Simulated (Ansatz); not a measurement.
**Pt3PbC (Pm-3m): a soft mode frozen in**

Wanted: the energy along a soft mode of Pt3PbC (Pm-3m) and the structure at the end.

Calculated with Ansatz 0.2.0; DFT PBEsol, scalar-relativistic, plane waves, PAW; PAW set soft_1.

### 1. The structure

The structure is cubic, space group Pm-3m (No. 221). The conventional cell has a = 4.281 Å, b = 4.281 Å, c = 4.281 Å, α = 90.00°, β = 90.00°, γ = 90.00°. Nearest to Pt lie 2 C at 2.14 Å and 8 Pt at 3.03 Å and 4 Pb at 3.03 Å. Nearest to Pb lie 12 Pt at 3.03 Å. Nearest to C lie 6 Pt at 2.14 Å. Farther neighbours are not listed.

### 2. Response at finite wavevector

The cell comes from relaxations at this level that are not shown. Stability and thermal properties need the whole zone. Linear response on a 4×4×4 q mesh gives force constants as far as a supercell of that size would.

File input.yaml:

```yaml
crystal:
  lattice:
    - [4.2811329647, 0.0, 0.0]
    - [0.0, 4.2811329647, 0.0]
    - [0.0, 0.0, 4.2811329647]
  atoms:
    - { symbol: Pt, position: [0.0, 0.5, 0.5] }
    - { symbol: Pt, position: [0.5, 0.5, 0.0] }
    - { symbol: Pt, position: [0.5, 0.0, 0.5] }
    - { symbol: Pb, position: [0.0, 0.0, 0.0] }
    - { symbol: C, position: [0.5, 0.5, 0.5] }
kpoints:
  mp_grid: { grid: [8, 8, 8] }
hamiltonian:
  xc: pbesol
  pseudopotentials: { kind: paw, azcp: { folder: soft_1 }, xc_functional: pbe }
scf:
  occupations: { method: methfessel_paxton, width: 0.2 }
output:
  eigenvalues: true
phonons:
  method: dfpt
  qmesh: [4, 4, 4]
  temperatures: { t_max: 1000, t_step: 50 }
  qpath:
    path:
      - [[0.0, 0.0, 0.0], [0.0, 0.5, 0.0], [0.5, 0.5, 0.0], [0.0, 0.0, 0.0], [0.5, 0.5, 0.5], [0.0, 0.5, 0.0]]
      - [[0.5, 0.5, 0.5], [0.5, 0.5, 0.0]]
    npoints: 10
```

Run with:

```
$ ansatz run input.yaml --threads 4 --pin off --max-ram 10240MiB --backend cpu --events-out ev --progress --plain --runs-dir out
```

Numbers of over 12 decimals in the logs are rounded to 6 here.

The program printed:

```text
Engine: ansatz 0.2.0, aarch64-unknown-linux-gnu
Pseudopotentials: kind: paw
Pseudopotential: Pt, paw, valence charge 18, recommended cutoff 420 eV (normal), soft_1/Pt.paw.azcp
Pseudopotential: Pb, paw, valence charge 14, recommended cutoff 420 eV (normal), soft_1/Pb.paw.azcp
Pseudopotential: C, paw, valence charge 4, recommended cutoff 420 eV (normal), soft_1/C.paw.azcp
Functional definition: PBEsol
  exchange = pbesol_x
  correlation = pbesol_c
Crystal: 5 atoms, lattice volume = 78.465 Å³
Basis set: ecut = 420 eV, 1551 PW (Γ), exchange–correlation on 60×60×60 points (8 copies of the dense FFT grid, shifted against one another)
Bands: 44, of which v1, the nominal top of the filled ones, is band 36 counted from 1 (35 counted from 0)
Symmetry: 48 space group operations
k-points: 35 of 512
Non-local potential: Pt, projectors of the file, l = 0: 3, l = 1: 2, l = 2: 2, l = 3: 1
Non-local potential: Pb, projectors of the file, l = 0: 2, l = 1: 2, l = 2: 2, l = 3: 1
Non-local potential: C, projectors of the file, l = 0: 2, l = 1: 2, l = 2: 1
PAW form: soft (Blöchl's): semilocal exchange-correlation on the pseudo side does not see the compensation charge
PAW frozen core: Pt, regenerated for the run's functional, and the local potential with it (the file was generated under x = pbe(κ = 0.804, μ = 0.219515), c = pbe(β = 0.066725))
PAW frozen core: Pb, regenerated for the run's functional, and the local potential with it (the file was generated under x = pbe(κ = 0.804, μ = 0.219515), c = pbe(β = 0.066725))
PAW frozen core: C, regenerated for the run's functional, and the local potential with it (the file was generated under x = pbe(κ = 0.804, μ = 0.219515), c = pbe(β = 0.066725))
PAW one-centre angular grid: Pt, 590 points (default); XC on 64 Gauss nodes
PAW one-centre angular grid: Pb, 590 points (default); XC on 64 Gauss nodes
PAW one-centre angular grid: C, 110 points (default); XC on 64 Gauss nodes
Initial density: superposition of atomic densities (chi_scale 0.1, normalization cell, long waves kept (reshape's long-wave potential 0.00 eV rms))
Initial wavefunctions: pseudopotential atomic-orbital guess
Functional: x = pbesol(κ = 0.804, μ = 0.123457), c = pbesol(β = 0.046)
SCF iter   1: F=—  HF=-49159.534338 eV  |F-HF|=—  |Δ(HF+E_count)|=         —  Δρ=8.06e-2  dr2=5.84e0  ethr=3.10e-3  ⟨swp⟩=6.5  Hψ=5654  notcnv=0
preconditioner: auto → Kerker (q_TF=auto, 2.689 Å⁻¹)  [metal: Δε(μ)=0.031 eV  Ē_g=10.981 eV  σ=0.200 eV  W_gap=0.13  n_scr=26 (ndim 8)  ℏωp=29.0 eV  f_vac=0.000  D(μ)=5.73/eV (n_scr^D=80)]
SCF iter   2: F=—  HF=-49158.456329 eV  |F-HF|=—  |Δ(HF+E_count)|=    1.08e0  S|Δr|=    0.00e0  Δρ=4.10e-2  dr2=1.59e0  ethr=3.10e-3  ⟨swp⟩=2.8  Hψ=2590  notcnv=0  defer=70
SCF iter   3: F=—  HF=-49158.077056 eV  |F-HF|=—  |Δ(HF+E_count)|=   3.79e-1  S|Δr|=    0.00e0  Δρ=5.49e-3  dr2=2.34e-2  ethr=2.21e-3  ⟨swp⟩=2.0  Hψ=2289  notcnv=0  defer=70
SCF iter   4: F=—  HF=-49158.073133 eV  |F-HF|=—  |Δ(HF+E_count)|=   3.92e-3  S|Δr|=    0.00e0  Δρ=9.26e-4  dr2=1.03e-3  ethr=3.25e-5  ⟨swp⟩=1.1  Hψ=1826  notcnv=0  defer=70
SCF iter   5: F=—  HF=-49158.072899 eV  |F-HF|=—  |Δ(HF+E_count)|=   2.35e-4  S|Δr|=    0.00e0  Δρ=2.56e-4  dr2=9.69e-5  ethr=1.43e-6  ⟨swp⟩=2.1  Hψ=2157  notcnv=0  defer=70
SCF iter   6: F=—  HF=-49158.072867 eV  |F-HF|=—  |Δ(HF+E_count)|=   3.14e-5  S|Δr|=    0.00e0  Δρ=6.88e-5  dr2=5.42e-6  ethr=1.35e-7  ⟨swp⟩=2.1  Hψ=2056  notcnv=0  defer=70
SCF iter   7: F=—  HF=-49158.072872 eV  |F-HF|=—  |Δ(HF+E_count)|=   4.64e-6  S|Δr|=    0.00e0  Δρ=1.67e-5  dr2=3.09e-7  ethr=7.53e-9  ⟨swp⟩=2.2  Hψ=2206  notcnv=0  defer=70
SCF iter   8: F=—  HF=-49158.072872 eV  |F-HF|=—  |Δ(HF+E_count)|=   7.99e-8  S|Δr|=    0.00e0  Δρ=3.50e-6  dr2=6.15e-9  ethr=4.29e-10  ⟨swp⟩=2.0  Hψ=2298  notcnv=0  defer=70
SCF iter   9: F=—  HF=-49158.072872 eV  |F-HF|=—  |Δ(HF+E_count)|=  3.06e-10  S|Δr|=    0.00e0  Δρ=7.84e-7  dr2=3.55e-10  ethr=8.54e-12  ⟨swp⟩=2.0  Hψ=2291  notcnv=0  defer=70
SCF iter  10: F=-49158.072872 eV  HF=-49158.072872 eV  |F-HF|=7.28e-12  |Δ(HF+E_count)|=  7.28e-12  S|Δr|=    0.00e0  Δρ=1.08e-7  dr2=6.37e-12  ethr=1.00e-12  ⟨swp⟩=11.1  Hψ=8682  notcnv=0
SCF 1 converged in 10 iterations: F = -49158.072872 eV  dr2 = 6.37e-12
  greatest PAW one-centre occupation: 1.000 electrons in one spin orbital (limit 2), on the Pt atom at site 2 (counted from 0), in its partial waves of l = 0
Initial density: read from a saved state, or passed on in memory by an earlier SCF of this step, an earlier step, the calling program or the single point that the run made first
iter 1 solved again at ethr=8.01e-8 eV; its pass at ethr=3.10e-3 eV (dr2=5.77e-5 eV) is discarded
SCF iter   1: F=—  HF=-49158.072862 eV  |F-HF|=—  |Δ(HF+E_count)|=         —  Δρ=4.64e-7  dr2=2.29e-10  ethr=8.01e-8  ⟨swp⟩=3.9  Hψ=9680  notcnv=0
eigensolver tolerance schedule: the retry pair's looser diagonalisation over-reported the residual by 251942.19 of it (diagonalisation noise at an unbounded share of the residual, at the tolerance the schedule requests for it); recorded, not acted on — ethr = c·dr2/N_el stays at c = 1.0e-1
preconditioner: auto → Kerker (q_TF=auto, 2.689 Å⁻¹)  [metal: Δε(μ)=0.012 eV  Ē_g=11.179 eV  σ=0.200 eV  W_gap=0.05  n_scr=26 (ndim 8)  ℏωp=29.0 eV  f_vac=0.000  D(μ)=4.71/eV (n_scr^D=56)]
SCF iter   2: F=—  HF=-49158.072872 eV  |F-HF|=—  |Δ(HF+E_count)|=   9.61e-6  S|Δr|=    0.00e0  Δρ=2.72e-7  dr2=5.56e-11  ethr=1.00e-12  ⟨swp⟩=4.0  Hψ=4224  notcnv=0
SCF iter   3: F=—  HF=-49158.072872 eV  |F-HF|=—  |Δ(HF+E_count)|=  2.18e-11  S|Δr|=    0.00e0  Δρ=1.81e-7  dr2=2.44e-11  ethr=1.00e-12  ⟨swp⟩=1.0  Hψ=1540  notcnv=0
SCF iter   4: F=-49158.072872 eV  HF=-49158.072872 eV  |F-HF|=7.28e-12  |Δ(HF+E_count)|=    0.00e0  S|Δr|=    0.00e0  Δρ=2.32e-8  dr2=3.35e-13  ethr=1.00e-12  ⟨swp⟩=3.2  Hψ=4282  notcnv=0
SCF 2 converged in 4 iterations: F = -49158.072872 eV  dr2 = 3.35e-13
  greatest PAW one-centre occupation: 1.000 electrons in one spin orbital (limit 2), on the Pt atom at site 0 (counted from 0), in its partial waves of l = 0
phonons: the bands overlap, so this run is a metal and interpolates without the dipole-dipole term. If the crystal is really an insulator or semiconductor, its LO-TO splitting is missing
NSCF: frozen V_eff on 35 k-points
WARN: eigensolver did not converge (k=27): 1 band(s) unlocked after 20 sweeps at ethr=1.93e-12 eV (storage-precision floor; scheduled 1.00e-12 eV) (lowest unlocked band 43, counted from 0; max residual 3.91e-6 eV among the unlocked bands, 3.91e-6 eV over every band; other slots of this pass that fall short are told together in one closing line; warning suppressed until the next SCF loop or pass starts)
NSCF: frozen V_eff on 125 k-points
DFPT response loops at q = (0, 0, 0) (fractional): preconditioner auto → Kerker (q_TF=auto, 2.689 Å⁻¹) (partly filled bands, converged f_vac=0.000); β = 1.00, the filter's whole step (`scf.mixing.beta` (0.50) is not read by the response loops under this deck's `scf.mixing.preconditioner`; to damp them name `kerker` or `kerker_dos`, under which they read `scf.mixing.beta`, and type it under 1.00, their step now; both keys bind the ground state too); Broyden in place of MSR1
NSCF: frozen V_eff on 400 k-points
DFPT response loops at q = (0, 0, 0.25) (fractional): mixed as the last ones told, above
NSCF: frozen V_eff on 250 k-points
DFPT response loops at q = (0, 0, -0.5) (fractional): mixed as the last ones told, above
NSCF: frozen V_eff on 640 k-points
DFPT response loops at q = (0, 0.25, 0.25) (fractional): mixed as the last ones told, above
NSCF: frozen V_eff on 400 k-points
DFPT response loops at q = (0, 0.25, -0.5) (fractional): mixed as the last ones told, above
NSCF: frozen V_eff on 250 k-points
DFPT response loops at q = (0, -0.5, -0.5) (fractional): mixed as the last ones told, above
NSCF: frozen V_eff on 1024 k-points
DFPT response loops at q = (0.25, 0.25, 0.25) (fractional): mixed as the last ones told, above
NSCF: frozen V_eff on 640 k-points
DFPT response loops at q = (0.25, 0.25, -0.5) (fractional): mixed as the last ones told, above
NSCF: frozen V_eff on 400 k-points
DFPT response loops at q = (0.25, -0.5, -0.5) (fractional): mixed as the last ones told, above
NSCF: frozen V_eff on 250 k-points
DFPT response loops at q = (-0.5, -0.5, -0.5) (fractional): mixed as the last ones told, above
SCF converged after 10 iterations
Stability not checked: this state was not tested for a lower state beside it, because cold or Methfessel-Paxton smearing, or corrected tetrahedra, fill the levels in a way that the test cannot read (fill_not_monotonic; see scf.lower_state_search)
Free energy (F): -49158.072872 eV
Harris-Foulkes:  -49158.072872 eV  (|F-HF|=7.28e-12)
Internal energy: -49158.071456 eV  (E = F + TS)
E sigma→0 (E₀):  -49158.072518 eV
Entropy (-TS):   -0.001415 eV (-0.283 meV/atom)
Fermi energy:    18.472221 eV
Step filling:    the computed levels leave a gap of 0.0408 eV = 0.2 smearing widths at the electron count; against every level under it full and every level over it empty, smearing changes F+E_penalty+E_count by +1.013 meV and its σ→0 estimate by +1.367 meV
--- Per-component energies (eV) ---
  E_band       = -521.006850
  E_kinetic    = 2174.149849
  E_local      = -6018.687769  (includes V_loc(G=0)·N_el)
  E_nonlocal   = 954.770167
  E_hartree    = 2308.400302
  E_xc         = -944.163489
  E_vxc        = -1008.869572  (∫ρ·V_xc dr)
  E_paw        = -38377.413415  (= ΣΔE_a)
  E_vpaw       = -1239.173340  (= ΣTr[D̂ρ^β])
  E_aug_tail   = 0.003282  (compensation charges beyond the density's cutoff)
  E_ewald      = -9256.074747
  E_core_change = 0.944364  (= ΣΔE_core)
  E_smearing   = -0.001415  (= −TS)
  E_closure    = -0.000000  (closes the sum)
  Σ components = -49158.072872   (vs F -49158.072872, Δ=0.00e0)
--- Band table (eV; the first three rows and the last of 35) ---
  k-point 0: bands = [... 32 lower, 17.9249, 17.9249, 17.9249, 17.9369, 18.8545, 19.7208, 19.7208, 19.7208, ... 4 higher]
  k-point 1: bands = [... 32 lower, 17.8185, 17.9252, 18.0139, 18.0139, 18.3375, 20.0178, 20.0178, 20.5436, ... 4 higher]
  k-point 2: bands = [... 32 lower, 17.4769, 17.9259, 18.2393, 18.2393, 18.3465, 20.7651, 20.7651, 21.1015, ... 4 higher]
  k-point 34: bands = [... 32 lower, 16.7808, 17.7595, 17.7595, 17.7595, 17.9209, 19.7407, 19.7407, 19.7407, ... 4 higher]
--- Phonons (Γ-DFPT): 4 representative perturbations + reference (Σ response iterations 14) ---
  ASR residual: 9.721e-5 → 0.000e0 eV/Å²; symmetrization residual: 3.984e-6 eV/Å²
  ASR residual per site (eV/Å²): 9.72e-5 9.72e-5 9.72e-5 3.84e-5 1.19e-5
  Γ frequencies (cm⁻¹): -122.01 -122.01 -122.01 0.00 0.00 0.00 44.28 44.28 44.28 87.16 87.16 87.16 225.05 225.05 225.05
--- Phonons (arbitrary-q DFPT): 10 irreducible q on the 4×4×4 mesh ---
  q = [0.0000, 0.0000, 0.0000] (star 1, of the zone-centre solve; hermiticity 1.13e-6, symmetrization 1.17e-11): -122.01 -122.01 -122.01 -0.00 -0.00 0.00 44.28 44.28 44.28 87.16 87.16 87.16 225.05 225.05 225.05
  q = [0.0000, 0.0000, 0.2500] (star 6, 9 solved perturbations in 1560 linear systems a pass and spin channel, the states on 200 of 512 k-point pairs; hermiticity 1.10e-6, symmetrization 2.17e-12): -126.10 -126.10 -36.82 -36.82 -31.94 -31.03 36.79 36.79 77.78 86.31 86.31 93.54 218.52 218.52 419.00
  q = [0.0000, 0.0000, -0.5000] (star 3, 9 solved perturbations in 975 linear systems a pass and spin channel, the states on 125 of 512 k-point pairs; hermiticity 6.05e-7, symmetrization 2.44e-12): -93.01 -93.01 -77.15 -77.15 -46.60 21.03 46.15 46.15 84.73 85.30 85.30 104.04 212.82 212.82 519.98
  q = [0.0000, 0.2500, 0.2500] (star 12, 9 solved perturbations in 2460 linear systems a pass and spin channel, the states on 320 of 512 k-point pairs; hermiticity 1.11e-6, symmetrization 5.46e-13): -118.49 -70.88 -52.34 -31.69 -25.83 -20.98 18.12 51.84 84.89 85.31 95.24 101.83 215.05 406.59 422.85
  q = [0.0000, 0.2500, -0.5000] (star 12, 15 solved perturbations on 200 of 512 k-point pairs; hermiticity 6.53e-7, symmetrization 1.23e-13): -95.14 -89.36 -70.48 -58.34 -43.35 21.12 21.89 52.27 84.19 90.54 95.03 116.15 208.95 413.47 520.51
  q = [0.0000, -0.5000, -0.5000] (star 3, 9 solved perturbations in 975 linear systems a pass and spin channel, the states on 125 of 512 k-point pairs; hermiticity 8.13e-7, symmetrization 6.86e-13): -100.57 -64.58 -63.36 -63.36 -62.04 -62.04 44.16 64.18 82.39 97.27 97.27 122.62 190.05 522.52 522.52
  q = [0.2500, 0.2500, 0.2500] (star 8, 4 solved perturbations in 1376 linear systems a pass and spin channel, the states on 512 of 512 k-point pairs; hermiticity 5.58e-7, symmetrization 2.38e-12): -65.76 -65.76 -64.44 -39.06 28.38 28.38 52.78 52.78 83.78 92.95 92.95 118.24 397.94 421.75 421.75
  q = [0.2500, 0.2500, -0.5000] (star 12, 9 solved perturbations in 2460 linear systems a pass and spin channel, the states on 320 of 512 k-point pairs; hermiticity 3.81e-7, symmetrization 1.64e-12): -72.77 -64.25 -56.77 -26.04 -22.72 19.03 48.15 53.83 92.38 94.05 94.17 133.32 407.91 421.83 520.51
  q = [0.2500, -0.5000, -0.5000] (star 6, 9 solved perturbations in 1560 linear systems a pass and spin channel, the states on 200 of 512 k-point pairs; hermiticity 4.97e-7, symmetrization 3.44e-13): -68.63 -63.16 -63.16 -19.97 -19.97 40.36 48.94 58.30 93.67 98.08 98.08 145.82 413.68 527.09 527.09
  q = [-0.5000, -0.5000, -0.5000] (star 1, 4 solved perturbations in 350 linear systems a pass and spin channel, the states on 125 of 512 k-point pairs; hermiticity 8.86e-7, symmetrization 1.37e-12): -68.78 -68.78 -68.78 22.18 22.18 56.42 56.42 56.42 99.48 99.48 99.48 158.08 539.49 539.49 539.49
  sum rule: each row above includes the acoustic sum rule's correction from the zone centre's row sums; it moved no ω² by more than (0.52 cm⁻¹)²
  mesh force constants: q→R imaginary residual 2.03e-18; ASR residual 9.721e-5 → 0.000e0 eV/Å²; symmetrization residual 6.217e-15 eV/Å²
  interpolated dispersion: 62 rows × 15 modes
  density of states and harmonic sums: on the 16×16×16 q-mesh, interpolated from the force constants of a 4×4×4 supercell (no non-analytic term)
  largest difference from the sums on the solved wave vectors: F 3.63e-2 eV, S 4.54e-5 and C_V 9.55e-6 eV/K
  zero-point energy: 0.103716 eV/cell   skipped modes (ω ≤ 0): 828, of them read as no rigid motion or as one in doubt: 825 (5.081e0 modes/cell left out, lowest -127.33 cm⁻¹)   left out of the sums: 3.39e-1 of the cell's modes: C_V's classical limit lies that fraction below 3 k_B per atom; for a crystal, a wire or a layer, F and S can be off by more, and a phonons.interpolated_qmesh denser along its periods is the remedy for the sampling
```

The job ended after 21 min (4 threads of Arm Neoverse V2, shared host; peak memory 3.7 GiB; 82 min of CPU time).

In the SCF lines HF is the Harris–Foulkes energy and dr2 the Hartree energy of the density residual, in eV; the loop may stop once dr2 is under the threshold and the program's other checks hold. Hψ counts applications of the Hamiltonian.

This step gave:

```yaml
volume_per_atom: 15.69 Å³
gap_on_the_k_mesh: 0 eV
sum_rule_residual_before_enforcement: 9.72e-5 eV/Å²
lowest_frequency_on_the_path: -127.4 cm⁻¹
point_group: m-3m
highest_frequency_on_the_path_or_at_a_solved_wavevector: 539.5 cm⁻¹
highest_optical_mode_at_the_zone_centre_no_lo_to_term: 225.1 cm⁻¹
lowest_optical_zone_centre_mode: -122.0 cm⁻¹
lowest_mode_on_the_q_mesh_acoustic_modes_at_gamma_apart: -126.1 cm⁻¹
```

Frequencies (cm⁻¹) solved at each irreducible wavevector; negative means imaginary. Frequencies by wavevector, by row:

```tsv
q in reciprocal lattice units	star	mode 1	mode 2	mode 3	mode 4	mode 13	mode 14	mode 15
0 0 0	1	-122	-122	-122	0	225.1	225.1	225.1
0 0 0.25	6	-126.1	-126.1	-36.8	-36.8	218.5	218.5	419
0 0 -0.5	3	-93	-93	-77.2	-77.2	212.8	212.8	520
0 0.25 0.25	12	-118.5	-70.9	-52.3	-31.7	215.1	406.6	422.9
0 0.25 -0.5	12	-95.1	-89.4	-70.5	-58.3	208.9	413.5	520.5
0 -0.5 -0.5	3	-100.6	-64.6	-63.4	-63.4	190.1	522.5	522.5
0.25 0.25 0.25	8	-65.8	-65.8	-64.4	-39.1	397.9	421.8	421.8
0.25 0.25 -0.5	12	-72.8	-64.2	-56.8	-26	407.9	421.8	520.5
0.25 -0.5 -0.5	6	-68.6	-63.2	-63.2	-20	413.7	527.1	527.1
-0.5 -0.5 -0.5	1	-68.8	-68.8	-68.8	22.2	539.5	539.5	539.5
```

Interpolated from a 4×4×4 q mesh. The phonon branches at the labelled points (cm⁻¹):

```tsv
point	branch 1	branch 2	branch 3	branch 4	branch 12	branch 13	branch 14	branch 15
Γ	-122	-122	-122	0	87	225	225	225
halfway	-126	-126	-37	-37	94	218	218	419
X	-93	-93	-77	-77	104	213	213	520
halfway	-95	-89	-70	-58	116	209	414	520
M	-101	-65	-63	-63	123	190	522	522
halfway	-118	-71	-52	-32	102	215	407	423
Γ	-122	-122	-122	0	87	225	225	225
halfway	-66	-66	-64	-39	118	398	422	422
R	-69	-69	-69	22	158	540	540	540
halfway	-73	-64	-57	-26	133	408	422	520
X	-93	-93	-77	-77	104	213	213	520
jump to R	-69	-69	-69	22	158	540	540	540
halfway	-69	-63	-63	-20	146	414	527	527
M	-101	-65	-63	-63	123	190	522	522
```

Symmetry leaves 10 wavevectors to solve. The lowest mode among them, the acoustic zeros apart, lies at q = (0, 0, 0.25) and is imaginary, 126.1i cm⁻¹, so the energy falls along it.

### 3. The mode frozen in, largest atomic shift 0 Å

The mode followed lies at Γ with frequency 122.0i cm⁻¹ and is 3-fold degenerate, one of the unstable modes though not the softest. At small amplitude the distorted cell has space group no. 160 by a symmetry search on the positions. The undistorted cell that holds it gives the zero of energy on the same k mesh.

input.yaml, the sections that differ from step 2:

```yaml
output:
  forces: true
  stress: true
  eigenvalues: true
# crystal, kpoints, hamiltonian, scf: as in step 2
# phonons: removed
```

The program printed:

```text
[...]
Crystal: 5 atoms, lattice volume = 78.465 Å³
Basis set: ecut = 420 eV, 1551 PW (Γ), exchange–correlation on 60×60×60 points (8 copies of the dense FFT grid, shifted against one another)
Bands: 44, of which v1, the nominal top of the filled ones, is band 36 counted from 1 (35 counted from 0)
Symmetry: 48 space group operations
[...]
k-points: 35 of 512
[...]
k-point 0: bands = [... 32 lower, 17.9249, 17.9249, 17.9249, 17.9369, 18.8544, 19.7208, 19.7208, 19.7208, ... 4 higher]
  k-point 1: bands = [... 32 lower, 17.8185, 17.9252, 18.0139, 18.0139, 18.3374, 20.0178, 20.0178, 20.5436, ... 4 higher]
  k-point 2: bands = [... 32 lower, 17.4768, 17.9259, 18.2393, 18.2393, 18.3465, 20.7651, 20.7651, 21.1015, ... 4 higher]
  k-point 34: bands = [... 32 lower, 16.7808, 17.7595, 17.7595, 17.7595, 17.9209, 19.7407, 19.7407, 19.7407, ... 4 higher]
[key lines of the parts left out:]
SCF converged after 8 iterations
Free energy (F): -49158.072872 eV
Fermi energy:    18.472217 eV
P = ⅓ Tr σ = -0.0000 GPa (-0.000 kbar)
```

Wall time 1.6 s (4 threads); peak memory 0.43 GiB; 5.7 s of CPU time.

This step gave:

```
pressure                         : -3.31e-5 GPa
energy from the undistorted cell : 0 meV/atom
```

The run ends at a pressure of 0.00 GPa.

(Part 1 of 3 ends here.)

[Logs are printed without paths, hosts, clocks, repeated set-up lines and the standing remarks that a program may print on its own settings, such as how far it seeks lower states.]

[Hosts, paths, dates, database ids (printed as entryN), source tags and the programs' standing remarks are cut or masked in the printed files.]
